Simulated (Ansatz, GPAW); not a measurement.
# A 2-layer slab of Pd(100): converging a work function, part 2 of 3

Aim: the settings at which the work function of a 2-layer slab of Pd(100) stops moving.

GPAW 26.7.0 and Ansatz 0.2.0; Ansatz plane waves; slab in vacuum with a dipole correction, relaxation (the session's first sound run).

So far, upper work function (eV): step 2 (relaxing the atoms) 5.09.

## Step 3: Plane waves, PBE

With the geometry fixed, the planar mean of the potential gives the vacuum level on each side.

This step: GPAW, PAW setups; slab in vacuum (GPAW 26.7.0).

run.py

```python
import json
import numpy as np
from ase import Atoms
from gpaw import GPAW, PW

slab = Atoms(
    ['Pd', 'Pd'],
    positions=[
        [1.37532, 1.37532, 7.00000],
        [0.00000, 0.00000, 8.94500]],
    cell=[[2.75065, 0.0, 0.0], [0.0, 2.75065, 0.0], [0.0, 0.0, 15.945]],
    pbc=[True, True, False])

slab.calc = GPAW(mode=PW(400), xc='PBE', kpts={'size': (11, 11, 1), 'gamma': True},
                 occupations={'name': 'fermi-dirac', 'width': 0.1}, nbands='140%',
                 convergence={'density': 1e-05}, maxiter=200,
                 poissonsolver={'dipolelayer': 'xy'},
                 symmetry={'tolerance': 1e-3}, txt='slab.txt')
result = {}
energy = slab.get_potential_energy()
fermi = slab.calc.get_fermi_level()
v = slab.calc.get_electrostatic_potential().mean((0, 1)) - fermi
n = slab.calc.get_pseudo_density().mean((0, 1))
L = slab.cell[2, 2]
z = np.arange(len(v)) * L / len(v)
low, high = slab.positions[:, 2].min(), slab.positions[:, 2].max()
below, above = np.interp([low - 4.8, high + 4.8], z, v)
slopes = [np.interp(x, z, np.gradient(v, z)) for x in (low - 4.8, high + 4.8)]
eps = np.array([[slab.calc.get_eigenvalues(k, s) for k in range(len(slab.calc.get_ibz_k_points()))]
                for s in range(slab.calc.get_number_of_spins())]) - fermi
top, bottom = eps[eps < 0].max(), eps[eps > 0].min()
dipole = slab.get_dipole_moment()[2]
print(f'energy {energy:.4f} eV, Fermi level {fermi:.4f} eV, dipole {dipole:.5f} e A')
print(f'potential 4.8 A off the faces, from the Fermi level: lower {below:.4f} eV, upper {above:.4f} eV')
print(f'slope of the potential there: lower {slopes[0]:.5f}, upper {slopes[1]:.5f} eV/A')
print(f'nearest levels on the mesh: {top:.4f} and {bottom:.4f} eV')
print('magnetic moment', round(slab.get_magnetic_moment(), 3))
result.update(energy=energy, fermi=fermi, dipole=dipole, below=below, above=above, slopes=slopes, edges=[top, bottom],
              z=z.tolist(), v=v.tolist(), n=n.tolist(), positions=slab.positions.tolist(),
              forces=slab.get_forces(apply_constraint=False).tolist(), moments=slab.get_magnetic_moments().tolist())
json.dump(result, open('result.json', 'w'))
```

Launch:

```
$ OMP_NUM_THREADS=1 OPENBLAS_NUM_THREADS=2 python run.py
```

The log of the run:

```text
energy -6.2341 eV, Fermi level -1.5195 eV, dipole -0.00001 e A
potential 4.8 A off the faces, from the Fermi level: lower 5.0871 eV, upper 5.0873 eV
slope of the potential there: lower -0.00041, upper 0.00041 eV/A
nearest levels on the mesh: -0.0147 and 0.0089 eV
magnetic moment 0.0
```

It took 16 s on 2 threads of Arm Neoverse V2, shared host; peak memory 0.16 GiB.

Numbers from this step:

```yaml
dipole_along_the_normal: -9.52e-6 e·Å
levels_nearest_the_fermi_level_on_the_mesh: -0.01466, 0.008868 eV from the Fermi level
upper_work_function: 5.087 eV
lower_work_function: 5.087 eV
```

Electrostatic potential energy of an electron (without an applied field's), less the Fermi level, planar mean against z:

```
z (Å)  electrostatic potential energy of an electron (without an applied field's), less the Fermi level, planar mean (eV)
  0.0                                                                                                                5.09
  0.5                                                                                                                5.09
  1.0                                                                                                                5.09
  1.5                                                                                                                5.09
  2.0                                                                                                                5.09
  2.5                                                                                                                5.09
  3.0                                                                                                                5.09
  3.5                                                                                                                5.08
  4.0                                                                                                                5.07
  4.5                                                                                                                5.03
  5.0                                                                                                                4.87
  5.5                                                                                                                4.26
  6.0                                                                                                                1.80
  6.5                                                                                                               -7.66
  7.0                                                                                                               -19.1
  7.5                                                                                                               -7.89
  8.0                                                                                                              -0.881
  8.5                                                                                                               -9.47
  9.0                                                                                                               -18.9
  9.5                                                                                                               -6.11
 10.0                                                                                                                2.30
 10.5                                                                                                                4.38
 11.0                                                                                                                4.90
 11.5                                                                                                                5.04
 12.0                                                                                                                5.07
 12.5                                                                                                                5.08
 13.0                                                                                                                5.09
 13.5                                                                                                                5.09
 14.0                                                                                                                5.09
 14.5                                                                                                                5.09
 15.0                                                                                                                5.09
 15.5                                                                                                                5.09
```

Table of pseudo valence density, planar mean by z:

```
z (Å)  pseudo valence density, planar mean (e/Å³)
 0.00                                           0
 0.43                                           0
 0.85                                           0
 1.28                                           0
 1.70                                           0
 2.13                                      4.7e-6
 2.55                                      1.4e-5
 2.98                                      4.1e-5
 3.40                                      1.2e-4
 3.83                                      3.8e-4
 4.25                                     0.00114
 4.68                                     0.00351
 5.10                                      0.0111
 5.53                                      0.0365
 5.95                                       0.132
 6.38                                       0.473
 6.80                                        1.93
 7.23                                        1.80
 7.65                                       0.501
 8.08                                       0.369
 8.50                                       0.932
 8.93                                        2.40
 9.35                                        1.01
 9.78                                       0.250
10.20                                      0.0681
10.63                                      0.0200
11.06                                     0.00625
11.48                                     0.00200
11.91                                      6.5e-4
12.33                                      2.2e-4
12.76                                      7.2e-5
13.18                                      2.3e-5
13.61                                      8.1e-6
14.03                                      2.9e-6
14.46                                           0
14.88                                           0
15.31                                           0
15.73                                           0
```

The potential is flat to 4.1e-4 eV/Å where it is read, so the vacuum is wide enough. The geometry is the other program's minimum; here the largest force on a free atom is 0.0029 eV/Å.

## Step 4: Cutoff 200

The cutoff limits how sharply the smooth valence waves can vary, which tells mostly near the atoms.

Changes to run.py since step 3:

```diff
@@ -13,3 +13,3 @@
 
-slab.calc = GPAW(mode=PW(400), xc='PBE', kpts={'size': (11, 11, 1), 'gamma': True},
+slab.calc = GPAW(mode=PW(200), xc='PBE', kpts={'size': (11, 11, 1), 'gamma': True},
                  occupations={'name': 'fermi-dirac', 'width': 0.1}, nbands='140%',
```

The log of the run:

```text
energy -5.0738 eV, Fermi level -1.5324 eV, dipole -0.00004 e A
potential 4.8 A off the faces, from the Fermi level: lower 5.1280 eV, upper 5.1289 eV
slope of the potential there: lower -0.00270, upper 0.00270 eV/A
nearest levels on the mesh: -0.0125 and 0.0121 eV
magnetic moment 0.0
```

The job ended after 8.1 s (2 threads; peak memory 0.13 GiB).

The run finished. A setting was moved off its sound value on purpose, so it serves as a test and not as the result.

The fault put into the input: a cutoff under that of the base run: the energy of the cell lies 1.2 eV from the base value (ecut = 200).

Side by side:

```
                quantity  this run  sound run  difference
upper work function (eV)    5.1289     5.0873      0.0416
lower work function (eV)    5.1280     5.0871      0.0408
```

One result that differs is the upper work function, 5.13 eV against 5.09 eV.

## Step 5: Cutoff 300

The cutoff limits how sharply the smooth valence waves can vary, which tells mostly near the atoms.

Changes to run.py since step 4:

```diff
@@ -13,3 +13,3 @@
 
-slab.calc = GPAW(mode=PW(200), xc='PBE', kpts={'size': (11, 11, 1), 'gamma': True},
+slab.calc = GPAW(mode=PW(300), xc='PBE', kpts={'size': (11, 11, 1), 'gamma': True},
                  occupations={'name': 'fermi-dirac', 'width': 0.1}, nbands='140%',
```

The log of the run:

```text
energy -5.7619 eV, Fermi level -1.5260 eV, dipole -0.00001 e A
potential 4.8 A off the faces, from the Fermi level: lower 5.1046 eV, upper 5.1047 eV
slope of the potential there: lower -0.00071, upper 0.00071 eV/A
nearest levels on the mesh: -0.0126 and 0.0111 eV
magnetic moment 0.0
```

Elapsed: 9.1 s, on 2 threads; peak memory 0.14 GiB.

The run finished. A setting was moved off its sound value on purpose, so it serves as a test and not as the result.

The fault put into the input: a cutoff under that of the base run: the energy of the cell lies 0.47 eV from the base value (ecut = 300).

The two runs compared:

```
                quantity  this run  sound run  difference
upper work function (eV)    5.1047     5.0873      0.0175
lower work function (eV)    5.1046     5.0871      0.0175
```

## Step 6: Cutoff 700: ecut = 700

The cutoff limits how sharply the smooth valence waves can vary, which tells mostly near the atoms.

Changes to run.py since step 5:

```diff
@@ -13,3 +13,3 @@
 
-slab.calc = GPAW(mode=PW(300), xc='PBE', kpts={'size': (11, 11, 1), 'gamma': True},
+slab.calc = GPAW(mode=PW(700), xc='PBE', kpts={'size': (11, 11, 1), 'gamma': True},
                  occupations={'name': 'fermi-dirac', 'width': 0.1}, nbands='140%',
```

The log of the run:

```text
energy -6.3172 eV, Fermi level -1.5197 eV, dipole -0.00000 e A
potential 4.8 A off the faces, from the Fermi level: lower 5.0854 eV, upper 5.0854 eV
slope of the potential there: lower -0.00036, upper 0.00036 eV/A
nearest levels on the mesh: -0.0134 and 0.0085 eV
magnetic moment 0.0
```

It took 40 s on 2 threads; peak memory 0.23 GiB.

This step gave:

| Item | Value |
| --- | --- |
| dipole along the normal | -3.20e-6 e·Å |
| levels nearest the Fermi level on the mesh | -0.01339, 0.008519 eV from the Fermi level |
| upper work function | 5.085 eV |
| lower work function | 5.085 eV |

The electrostatic potential energy of an electron (without an applied field's), less the Fermi level, planar mean by z:

```
z (Å)  electrostatic potential energy of an electron (without an applied field's), less the Fermi level, planar mean (eV)
    0                                                                                                                5.09
    1                                                                                                                5.09
    2                                                                                                                5.09
    3                                                                                                                5.08
    4                                                                                                                5.07
    5                                                                                                                4.87
    6                                                                                                                1.82
    7                                                                                                               -19.2
    8                                                                                                              -0.855
    9                                                                                                               -18.9
   10                                                                                                                2.30
   11                                                                                                                4.90
   12                                                                                                                5.07
   13                                                                                                                5.08
   14                                                                                                                5.09
   15                                                                                                                5.09
```

The pseudo valence density, planar mean by z:

z (Å), pseudo valence density, planar mean (e/Å³) and a bar:
```
        3       0.00 
        4       0.00 
        5       0.01 
        6       0.15 ##
        7       2.40 ##############################
        8       0.36 #####
        9       2.29 #############################
       10       0.13 ##
       11       0.01 
       12       0.00 
       13       0.00
```

The upper face's work function is 5.085 eV, against 5.087 eV in the first plane-wave PBE run at this geometry.

## Step 7: K mesh 4×4

The mesh in the plane samples the bands: a metal's Fermi level needs it dense, and band edges must lie on it.

Changes to run.py since step 6:

```diff
@@ -13,3 +13,3 @@
 
-slab.calc = GPAW(mode=PW(700), xc='PBE', kpts={'size': (11, 11, 1), 'gamma': True},
+slab.calc = GPAW(mode=PW(400), xc='PBE', kpts={'size': (4, 4, 1), 'gamma': True},
                  occupations={'name': 'fermi-dirac', 'width': 0.1}, nbands='140%',
```

The log of the run:

```text
energy -6.3499 eV, Fermi level -1.6076 eV, dipole -0.00000 e A
potential 4.8 A off the faces, from the Fermi level: lower 5.1844 eV, upper 5.1844 eV
slope of the potential there: lower -0.00046, upper 0.00046 eV/A
nearest levels on the mesh: -0.0245 and 0.0912 eV
magnetic moment 0.0
```

The job ended after 6.9 s (2 threads; peak memory 0.15 GiB).

The run finished with changed settings (kpts = [4, 4]); it serves as a test.

Side by side:

```
                quantity  this run  sound run  difference
upper work function (eV)    5.1844     5.0873      0.0971
lower work function (eV)    5.1844     5.0871      0.0973
```

The two runs differ clearly in the lower work function: 5.18 eV against 5.09 eV.

## Step 8: K mesh 7×7

The mesh in the plane samples the bands: a metal's Fermi level needs it dense, and band edges must lie on it.

Changes to run.py since step 7:

```diff
@@ -13,3 +13,3 @@
 
-slab.calc = GPAW(mode=PW(400), xc='PBE', kpts={'size': (4, 4, 1), 'gamma': True},
+slab.calc = GPAW(mode=PW(400), xc='PBE', kpts={'size': (7, 7, 1), 'gamma': True},
                  occupations={'name': 'fermi-dirac', 'width': 0.1}, nbands='140%',
```

The log of the run:

```text
energy -6.2676 eV, Fermi level -1.4665 eV, dipole -0.00000 e A
potential 4.8 A off the faces, from the Fermi level: lower 5.0224 eV, upper 5.0224 eV
slope of the potential there: lower -0.00040, upper 0.00040 eV/A
nearest levels on the mesh: -0.0335 and 0.0454 eV
magnetic moment 0.0
```

Run time: 8.8 s. Hardware: 2 threads; peak memory 0.15 GiB.

The run finished with changed settings (kpts = [7, 7]); it serves as a test.

Side by side:

```
                quantity  this run  sound run  difference
upper work function (eV)    5.0224     5.0873     -0.0648
lower work function (eV)    5.0224     5.0871     -0.0647
```

The two runs differ clearly in the upper work function: 5.02 eV against 5.09 eV.

[end of part 2 of 3]

[Logs are printed without paths, hosts, clocks, repeated set-up lines and the standing remarks that a program may print on its own settings, such as how far it seeks lower states.]

[Hosts, paths, dates, database ids (printed as entryN), source tags and the programs' standing remarks are cut or masked in the printed files.]
